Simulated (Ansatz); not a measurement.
# MgS (Fm-3m):H_i (bond centre, by S), thermodynamic levels from a 54-atom cell

Aim: at which Fermi levels does H_i (bond centre, by S) in MgS (Fm-3m) change its charge? The model is a cell of 54 host atoms with 1 H put in.

Main program and level: Ansatz 0.2.0; place-levels on PBEsol runs: charge-transition levels and formation energies with image-charge correction and potential alignment at the atomic sites.

## 1. The structure

The cell holds 55 atoms: 27 Mg, 27 S and 1 H. Its edges and angles: a = 10.992 Å, b = 10.992 Å, c = 10.992 Å, α = 60.0°, β = 60.0°, γ = 60.0°. It derives from MgS (space group Fm-3m). Nearest the centre at fractional (0.417, 0.583, 0.583): H55 at 0.00 Å, S28 at 1.30 Å, Mg35 at 1.30 Å, Mg51 at 2.90 Å, Mg47 at 2.90 Å, Mg29 at 2.90 Å, Mg33 at 2.90 Å, S16 at 2.90 Å.

Structure file:

```xyz
55
Lattice="0.0000 7.7729 7.7729 7.7729 0.0000 7.7729 7.7729 7.7729 0.0000" Properties=species:S:1:pos:R:3 pbc="T T T"
Mg    0.0000    0.0000    0.0000
S     2.5910    2.5910    2.5910
Mg    2.5910    2.5910    0.0000
S     5.1819    5.1819    2.5910
Mg    5.1819    5.1819    0.0000
S     7.7729    7.7729    2.5910
Mg    2.5910    0.0000    2.5910
S     5.1819    2.5910    5.1819
Mg    5.1819    2.5910    2.5910
S     7.7729    5.1819    5.1819
Mg    7.7729    5.1819    2.5910
S    10.3638    7.7729    5.1819
Mg    5.1819    0.0000    5.1819
S     7.7729    2.5910    7.7729
Mg    7.7729    2.5910    5.1819
S    10.3638    5.1819    7.7729
Mg   10.3638    5.1819    5.1819
S    12.9548    7.7729    7.7729
Mg    0.0000    2.5910    2.5910
S     2.5910    5.1819    5.1819
Mg    2.5910    5.1819    2.5910
S     5.1819    7.7729    5.1819
Mg    5.1819    7.7729    2.5910
S     7.7729   10.3638    5.1819
Mg    2.5910    2.5910    5.1819
S     5.1819    5.1819    7.7729
Mg    5.1819    5.1819    5.1819
S     7.7729    7.7729    7.7729
Mg    7.7729    7.7729    5.1819
S    10.3638   10.3638    7.7729
Mg    5.1819    2.5910    7.7729
S     7.7729    5.1819   10.3638
Mg    7.7729    5.1819    7.7729
S    10.3638    7.7729   10.3638
Mg   10.3638    7.7729    7.7729
S    12.9548   10.3638   10.3638
Mg    0.0000    5.1819    5.1819
S     2.5910    7.7729    7.7729
Mg    2.5910    7.7729    5.1819
S     5.1819   10.3638    7.7729
Mg    5.1819   10.3638    5.1819
S     7.7729   12.9548    7.7729
Mg    2.5910    5.1819    7.7729
S     5.1819    7.7729   10.3638
Mg    5.1819    7.7729    7.7729
S     7.7729   10.3638   10.3638
Mg    7.7729   10.3638    7.7729
S    10.3638   12.9548   10.3638
Mg    5.1819    5.1819   10.3638
S     7.7729    7.7729   12.9548
Mg    7.7729    7.7729   10.3638
S    10.3638   10.3638   12.9548
Mg   10.3638   10.3638   10.3638
S    12.9548   12.9548   12.9548
H     9.0683    7.7729    7.7729
```

The host's dielectric constants go in as inputs: 5.53 for the electrons alone, 14.81 with the ions, from a response run on this crystal (DFPT, PBEsol) at that run's own cell.

The cell's shortest repeat is 11.0 Å.

## 2. The runs of each charge state

A transition level is the Fermi level at which two charge states cost the same, so each charge needs its own total energy, at its own relaxed structure.

Each atom starts 0.05 Å or so off its site in a random direction: a symmetric start keeps its symmetry, and would miss off-centre moves and Jahn–Teller distortions. Forces are taken at one point at (¼, ¼, ¼). The cell holds 1 electron more than the neutral one, with a uniform background that keeps it neutral on the whole.

The sampling was tested on the host first: at the k-points planned (1x1x1 shifted 0.25 0.25 0.25) its energy lies 0.060 eV an atom from the dense-mesh value, so the final energies take a denser sampling.

One of the inputs; charge, spin and start change from state to state.

The input, qm1.relax/input.yaml:

```yaml
crystal:
  lattice:
    - [0.0, 2.59095128, 2.59095128]
    - [2.59095128, 0.0, 2.59095128]
    - [2.59095128, 2.59095128, 0.0]
  atoms:
    - { symbol: Mg, position: [0.0, 0.0, 0.0] }
    - { symbol: S, position: [0.5, 0.5, 0.5] }
  supercell: [3, 3, 3]
  defects:
    - { interstitial: { symbol: H, position: [0.416667, 0.583333, 0.583333] } }
total_charge: -1
basis:
  ecutwfc: 420
  xc_grid: 2
hamiltonian:
  xc: pbesol
kpoints:
  mp_grid: { grid: [1, 1, 1], shift: [0.25, 0.25, 0.25] }
scf:
  occupations: { method: fixed }
  max_iter: 100
output:
  forces: true
  charged_corrections: { epsilon: 5.53, static_epsilon: 14.81 }
relax:
  f_tol: 0.02
  max_steps: 80
  random_displacement: { amplitude: 0.05, seed: 3386 }
checkpoint:
  write: "../qm1.relax.run"
  compress: false
  write_wavefunctions: true
  write_every: 100000
```

Started as:

```bash
$ ansatz run input.yaml --threads 4 --pin off --max-ram 7536MiB --backend cpu --events-out ev --progress --plain --runs-dir out
```

The relaxed structure is kept and the sampling changed to a 2×2×2 shifted mesh.

The run of this state that the levels use, under PBEsol:

The input, qm1.point/input.yaml:

```yaml
crystal:
  checkpoint: "../qm1.relax.run"
  host: checkpoint
total_charge: -1
basis:
  ecutwfc: 420
  xc_grid: 2
hamiltonian:
  xc: pbesol
kpoints:
  mp_grid: { grid: [2, 2, 2], shift: [0.5, 0.5, 0.5] }
scf:
  occupations: { method: fermi_dirac, width: 0.01 }
  max_iter: 100
output:
  forces: true
  eigenvalues: true
  charged_corrections:
    epsilon: 5.53
    static_epsilon: 14.81
    defect_position: [0.416667, 0.583333, 0.583333]
  eigenstates: { localisation: true }
  populations: true
  band_densities: [{ bands: [v1, v1] }, { bands: [c1, c1] }]
  write_density: true
  write_potential: true
  volumetric_format: npy
checkpoint:
  read: "../qm1.relax.run"
  write: "../qm1.point.run"
  compress: false
  write_wavefunctions: false
  write_every: 100000
```

Relaxations under PBEsol at one point at (¼, ¼, ¼); times on 4 threads of Arm Neoverse V1, shared host:

```tsv
charge	moment (μB)	occupations	outcome	steps	largest displacement against the far atoms (Å)	time
−1	0	fixed	converged	18	1.72	2.7 min
0	1	fixed	converged	16	1.74	5.6 min
+1	0	fixed	converged	11	1.07	1.7 min
```

Single points under PBEsol at a 2×2×2 shifted mesh; times on 4 threads of Arm Neoverse V1, shared host:

```tsv
charge	moment (μB)	occupations	outcome	time
−1	0	fermi-dirac	converged	91 s
0	1	fermi-dirac	converged	3.5 min
+1	0	fermi-dirac	converged	85 s
```

Distances (Å) from H55 to the nearest atoms after relaxation with PBEsol:

```tsv
charge	moment (μB)	1.	2.	3.	4.	5.	6.
−1	0	Mg 1.91	Mg 2.06	Mg 2.06	Mg 2.06	S 2.45	S 2.45
0	1	Mg 2.13	S 2.27	S 2.27	S 2.27	Mg 2.27	Mg 2.27
+1	0	S 1.43	S 2.05	Mg 2.13	Mg 2.13	Mg 3.01	Mg 3.07
```

## 3. Levels against the band edges, PBEsol

A charged cell interacts with its images and the background, and its potential has another zero than the host's. place-levels removes the first by a point-charge model, screened by the static dielectric constant since the ions have relaxed around the charge, and the second by comparing potentials at atoms far from the defect.

The host is a run of the defect-free crystal in the same cutoffs, grids and k-points, so that basis and sampling errors cancel in part in the differences. The host is run in a cell of 2 atoms on a matching mesh. Its band edges are searched through the zone by a band path, so the gap is smaller than, or equal to, that on the mesh. Chemical potentials are energies per atom of H (H2 molecule), run with the same functional and cutoff.

The input, levels.point.yaml:

```yaml
host:
  run: host.point.run
states: [qm1.point.run, q0_M1.point.run, qp1.point.run]
geometry_from:
  qm1.point.run: qm1.relax.run
  q0_M1.point.run: q0_M1.relax.run
  qp1.point.run: qp1.relax.run
chemical_potentials:
  H:
    energy: -15.609288
    dataset: "<sha256 of the dataset>"
epsilon: 5.53
static_epsilon: 14.81
vertical:
  - { from: qm1.point.run, to: qm1.point_neutral.run }
  - { from: qp1.point.run, to: qp1.point_neutral.run }
```

Started as:

```bash
$ ansatz place-levels levels.point.yaml -- --threads 4 --pin off --max-ram 7536MiB
```

Numbers of over 12 decimals in the logs are rounded to 6 here.

The program printed:

```text
[... repeated set-up lines and file paths are left out, and long positions are rounded to six places ...]
(+1/0) 2.472 eV above the valence edge, 0.255 eV under the conduction edge; not on the lower envelope
(0/-1) 1.915 eV above the valence edge, 0.812 eV under the conduction edge; not on the lower envelope
(+1/-1) 2.193 eV above the valence edge, 0.533 eV under the conduction edge: charges between them are lowest nowhere
formation energy of charge +1: +0.066 eV with the Fermi level at the valence edge
formation energy of charge 0: +2.538 eV with the Fermi level at the valence edge
formation energy of charge -1: +4.453 eV with the Fermi level at the valence edge
vertical -1 to 0: no energy, since no alignment is typed
  the change from vertical[0].from (qm1.point.run) to vertical[0].to (qm1.point_neutral.run): by its potential at epsilon 5.53 it stands at 0.204 0.534 0.534, with an rms radius of about 1.7 Å (1.0 1.0 1.0 Å across the planes of the cell's vectors); [...]
vertical +1 to 0: no energy, since no alignment is typed
  the change from vertical[1].from (qp1.point.run) to vertical[1].to (qp1.point_neutral.run): by its potential at epsilon 5.53 it stands at 0.497 0.535 0.502, with an rms radius of about 4.7 Å (2.4 3.3 2.4 Å across the planes of the cell's vectors); [...]
  edges by pbesol, gap 2.727 eV; the host is sampled to repeats of 21.98 Å
  the defect's cells are sampled to repeats of 21.98 Å, like sampling
  charge +1: -75619.8048 eV with its correction of +0.173 eV, at epsilon 14.81, aligned at sites: +0.0298 eV, mean over 10 atomic sites at or beyond 5.50 Å from the defect at [0.4167, 0.5833, 0.5833], with +0.000000 for the charge's moments and without [...]
  charge 0: +0.000 eV for its dipole among its images, +0.000 omitted
  charge -1: -75602.4618 eV with its correction of +0.113 eV, at epsilon 14.81, aligned at sites: +0.0303 eV, mean over 10 atomic sites at or beyond 5.50 Å from the defect at [0.4167, 0.5833, 0.5833], with +0.000000 for the charge's moments and without [...]
  of states[2] (qp1.point.run): it parts from the run at its places by a charge that spreads by about 3.3 Å along one vector (1.6 Å or more is wide), by its potential at epsilon 5.53, taken for that of held ions (one typed too small widens it), where the cell [...]
  of states[1] (q0_M1.point.run): its alignment with the host at atomic sites is doubtful: the cell is too small to show whether the defect's potential has decayed: take a larger one
  of states[0] (qm1.point.run): its alignment with the host at atomic sites is doubtful: the cell is too small to show whether the defect's potential has decayed: take a larger one; [...]
  of vertical[0].from (qm1.point.run): its displacements don't fall off away from the defect: farther atoms stand 0.035 Å off the host's places. [...]
  of vertical[0].to (qm1.point_neutral.run): its displacements don't fall off away from the defect: farther atoms stand 0.035 Å off the host's places. [...]
  of vertical[1].from (qp1.point.run): it parts from the run at its places by a charge that spreads by about 3.3 Å along one vector (1.6 Å or more is wide), by its potential at epsilon 5.53, taken for that of held ions (one typed too small widens it), where [...]
  vertical[1].to (qp1.point_neutral.run): levels filled in part (TS 0.002 eV): its energy is of no whole electron's
  of vertical[1].to (qp1.point_neutral.run): its moments are held at its close (magnetization.spin_locking), by a field of 0.184 eV a Bohr magneton, and its energy and levels are of the state that this holds: a run that lets them go can end lower
```

Elapsed: 0.3 s, on 4 threads of Arm Neoverse V1, shared host.

Levels between the charges placed, in eV above the valence top:

```tsv
	gap (eV)	(+1/0)	(0/−1)
PBEsol	2.73	2.47	1.92
```

Corrections by state:

```tsv
charge	moment (μB)	image terms and alignment (eV)	band filling (eV)	ε used	over the lowest of its charge, as the program ranks them, band filling apart (eV)
+1	0.0	0.173	-	14.81	0.000
0	1.0	0.000	-	-	0.000
−1	0.0	0.113	-	14.81	0.000
```

The charged structures listed were also run neutral, and place-levels reads from each pair, by the potential or the spins, how wide the charge is by which they differ; that can be the carrier of either run.

```tsv
charge	rms radius (Å)	spread where it is widest against the cell (Å)	wide from (Å)	reading
+1	4.7	3.31	1.55	wide
−1	1.7	1.01	1.55	narrow
```

The neutral runs of these pairs need not share the spin of the lowest neutral state, and very wide values only mean spread over the cell.

From the program's caveats on the states, each cut to its opening words:

- charge +1: it parts from the run at its places by a charge that spreads by about 3.3 Å along one vector (1.6 Å or more is wide), by its potential at epsilon 5.53, taken [...]
- charge +1, 0 (1 μB), −1: its alignment with the host at atomic sites is doubtful: the cell is too small to show whether the defect's potential has decayed: take a larger one
- charge +1: the far atoms show a dipole or second moment of the defect's charge, for which the correction takes or leaves out 0.089 eV: further moments aren't read, and [...]
- charge −1: the far atoms show a dipole or second moment of the defect's charge, for which the correction takes or leaves out 0.194 eV: further moments aren't read, and [...]
- charge −1: its displacements don't fall off away from the defect: farther atoms stand 0.035 Å off the host's places

The host's formation energy from the elements is -1.493 eV per atom; it sets how far the chemical potentials can move.

Limit set by the element alone; other compounds of these elements are not counted. Chemical potentials from the elements' reference states: Mg 0.00 eV, S -2.99 eV, H 0.00 eV. Formation energy by charge state (Mg-rich; gap 2.73 eV):

```tsv
charge	at valence top (eV)	at conduction bottom (eV)	correction included (eV)
+1	0.07	2.79	0.17
0	2.54	2.54	0.00
−1	4.45	1.73	0.11
```

```csv
Fermi level (eV),lowest formation energy (eV)
0.00,0.07
0.25,0.31
0.50,0.56
0.74,0.81
0.99,1.06
1.24,1.30
1.49,1.55
1.74,1.80
1.98,2.05
2.23,2.22
2.48,1.97
2.73,1.73
```

Limit set by the element alone; other compounds of these elements are not counted. Chemical potentials from the elements' reference states: S 0.00 eV, Mg -2.99 eV, H 0.00 eV. Formation energy by charge state (S-rich; gap 2.73 eV):

```tsv
charge	at valence top (eV)	at conduction bottom (eV)	correction included (eV)
+1	0.07	2.79	0.17
0	2.54	2.54	0.00
−1	4.45	1.73	0.11
```

| Fermi level (eV) | lowest formation energy (eV) |
| --- | --- |
| 0.00 | 0.07 |
| 0.25 | 0.31 |
| 0.50 | 0.56 |
| 0.74 | 0.81 |
| 0.99 | 1.06 |
| 1.24 | 1.30 |
| 1.49 | 1.55 |
| 1.74 | 1.80 |
| 1.98 | 2.05 |
| 2.23 | 2.22 |
| 2.48 | 1.97 |
| 2.73 | 1.73 |

## 4. Another choice

The levels are placed again with one choice changed, to see how much they rest on it.

levels.try0.yaml is levels.point.yaml with these lines changed:

```diff
-epsilon: 5.53
-static_epsilon: 14.81
+epsilon: 500.0
+static_epsilon: 500.0
```

Started as:

```bash
$ ansatz place-levels levels.try0.yaml -- --threads 4 --pin off --max-ram 7536MiB
```

The program printed:

```text
[...]
formation energy of charge +1: -0.024 eV with the Fermi level at the valence edge
formation energy of charge 0: +2.538 eV with the Fermi level at the valence edge
formation energy of charge -1: +4.363 eV with the Fermi level at the valence edge
vertical -1 to 0: no energy, since no alignment is typed
vertical +1 to 0: no energy, since no alignment is typed
  edges by pbesol, gap 2.727 eV; the host is sampled to repeats of 21.98 Å
[... the lines on each state left out ...]
```

The change: a very large dielectric constant, which removes the point-charge term and changes the alignment.

Levels in eV above the valence top; the changed ones are not the defect's:

```tsv
	gap (eV)	(+1/0)	(0/−1)
changed	2.73	2.56	1.82
as set up	2.73	2.47	1.92
```

The largest shift is 0.09 eV.

## 5. What came out

```json
{
 "gap of the host": "2.73 eV (PBEsol)",
 "level (plus 1/0)": "2.47 eV above the valence top, not a change between lowest states",
 "level (0/minus 1)": "1.92 eV above the valence top, not a change between lowest states",
 "level (plus 1/minus 1)": "2.19 eV above the valence top",
 "lowest of the charges placed, just above the valence top (0.02 eV)": "+1",
 "lowest of the charges placed, just below the conduction bottom (0.02 eV)": "−1",
 "lowest formation energy at mid-gap of the charges run, Mg-rich": "1.43 eV",
 "lowest formation energy at mid-gap of the charges run, S-rich": "1.43 eV"
}
```

Of the charges placed (−1, 0 and +1), the lowest changes at 2.19 eV (+1/−1) above the valence top, in a gap of 2.73 eV. (+1/−1) passes over charge 0, which lies 0.28 eV above the two there; a lower structure or spin state of it, if missed, would change that. Charges above +1 and below −1 were not placed, so these runs say nothing of levels that involve them. States placed: +1 at 0 μB; 0 at 1 μB; −1 at 0 μB. Other spin states or structures, where not listed, weren't placed. At charge −1, 0 and +1 the atom put in ends up to 1.7 Å from its starting place, so the name tells the start alone and the levels can join different sites. H is taken at its element; compounds, which aren't counted here, bound the chemical potentials and would shift these formation energies. The program doubts the alignment of potentials for at least one state, a sign that the cell is small. What this leaves open: PBEsol makes the gap too small and tends to spread out bound carriers; force components of up to 0.12 eV/Å remain in a run at the final settings.

[Logs are printed without paths, hosts, clocks, repeated set-up lines and the standing remarks that a program may print on its own settings, such as how far it seeks lower states.]

[Hosts, paths, dates, database ids (printed as entryN), source tags and the programs' standing remarks are cut or masked in the printed files.]

[Where a table of states has a column of steps, it counts the stored structures, which are thinned; the runs took as many ionic steps or more.]

[A defect's name tells the site on which it was built; relaxed atoms can leave that site.]

[For some hosts the program warned that the k-mesh of the response run may be too coarse for force constants and the static dielectric constant; such warnings are not shown here.]
